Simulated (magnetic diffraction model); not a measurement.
**Which magnetic order? CaTi2Co2**

Space group I4/mmm (no. 139), a = 3.9740 Å, c = 9.8310 Å.

| site | atom | x | y | z |
| --- | --- | --- | --- | --- |
| 4d | Co | 0 | 1/2 | 1/4 |
| 4e | Ti | 0 | 0 | 0.3552 |
| 2a | Ca | 0 | 0 | 0 |

The compound is invented for this exercise: a known structure type with other elements, its cell scaled to their sizes and not relaxed.

Only Co is taken to order (form factors of Co2+); orders and moment sizes are assumed, and not adapted to the symmetry. Radiation: neutrons of λ = 1.8 Å, 1.5° to 75°; isotropic B of 0.17 Å² (Co), 0.18 Å² (Ti) and 0.24 Å² (Ca). The intensities are simulated: I ∝ L Σ (|F_N|² + |F_M⊥|²) for unpolarised neutrons, with F_M = 2.695 fm/μB × Σ f(s) S exp(2πi Q·r) exp(−B s²) at Q = H ± k (one set where k and −k are equivalent), only the part normal to Q counting and L = 1/(sin²θ cos θ). For a modulated order the moment at position r is S exp(−2πi k·r) + c.c., with S = m/2 for a sine wave of amplitude m and S = m(u + iv)/2 for moments turning in a plane, u and v being orthogonal unit vectors in it; the phase factor of the sum at Q = H + k is then exp(2πi H·r). Form factors are spin-only for 3d ions and dipole or tabulated for f ions, scattering lengths are Sears's of 1992, and absorption is left out. A label names one of the reflections at its angle. The strongest nuclear line in the range is 100, and lines under 0.2 are left out.

Above the ordering temperature:

```tsv
2θ (°)	index	I
21.10	(0 0 2)	1.1
28.28	(1 0 1)	100.0
37.36	(1 1 0)	19.1
41.71	(1 0 3)	1.6
42.96	(0 0 4)	35.7
43.30	(1 1 2)	73.7
53.87	(2 0 0)	1.5
58.22	(1 1 4)	11.4
58.49	(2 0 2)	0.7
61.42	(1 0 5)	4.0
61.94	(2 1 1)	49.6
66.64	(0 0 6)	1.7
70.35	(2 1 3)	1.4
71.25	(2 0 4)	63.0
```

Below it (cell unchanged):

```tsv
2θ (°)	I
20.34	14.9
21.10	1.1
28.28	100.0
29.63	21.4
36.53	3.4
36.79	3.4
37.36	19.1
41.71	1.6
42.68	6.0
42.96	35.7
43.30	73.7
48.18	1.5
53.44	2.6
53.87	1.5
57.63	0.8
58.17	2.9
58.22	11.4
58.49	0.7
61.42	4.0
61.94	49.6
62.16	1.5
62.51	1.4
66.51	0.5
66.64	1.7
66.84	1.6
67.01	1.6
70.35	1.4
71.21	0.8
71.25	63.0
```

**Question.** Check that the new lines index with k = (1/3 0 0), then choose among these models:
A. a sine wave with moments along [010] (amplitudes given), 1.43 μB on Co; signs + at (0, 1/2, 1/4), − at (1/2, 0, 1/4)
B. moments turning in the plane of [010] and [001], 1.43 μB on Co; signs + at (0, 1/2, 1/4), − at (1/2, 0, 1/4)
C. a sine wave with moments along [100] (amplitudes given), 1.43 μB on Co; signs + at (0, 1/2, 1/4), − at (1/2, 0, 1/4)
D. moments turning in the plane of [100] and [001], 1.43 μB on Co; signs + at (0, 1/2, 1/4), − at (1/2, 0, 1/4)

The new lines index as (2/3 0 1) at 20.34°, (1/3 1 1) at 29.63°, (2/3 0 3) at 36.53° and (4/3 0 1) at 36.79°, that is as H ± k with k = (1/3 0 0), one of 2 inequivalent arms of its star (k and −k counted as one), which a powder can't tell apart. Satellites come in pairs about each point of the reciprocal lattice.

Magnetic intensity, observed (below minus above) and for each model:

| 2θ (°) | index | observed | A | B | C | D |
| --- | --- | --- | --- | --- | --- | --- |
| 20.34 | (2/3 0 1) | 14.9 | 14.9 | 25.8 | 4.0 | 14.9 |
| 29.63 | (1/3 1 1) | 21.4 | 2.6 | 13.1 | 11.0 | 21.4 |
| 36.53 | (2/3 0 3) | 3.4 | 3.4 | 4.2 | 2.6 | 3.4 |
| 36.79 | (4/3 0 1) | 3.4 | 3.4 | 6.4 | 0.3 | 3.4 |
| 42.68 | (1/3 1 3) | 6.0 | 2.7 | 4.5 | 4.2 | 6.0 |
| 48.18 | (4/3 0 3) | 1.5 | 1.5 | 2.3 | 0.7 | 1.5 |
| 53.44 | (5/3 1 1) | 2.6 | 1.6 | 3.6 | 0.6 | 2.6 |
| 58.17 | (2/3 2 1) | 2.9 | 0.2 | 1.7 | 1.4 | 2.9 |

Model D matches.

The structure used: k = (1/3 0 0), moments turning in the plane of [100] and [001], 1.43 μB on Co; signs + at (0, 1/2, 1/4), − at (1/2, 0, 1/4).

[Logs are printed without paths, hosts, clocks, repeated set-up lines and the standing remarks that a program may print on its own settings, such as how far it seeks lower states.]
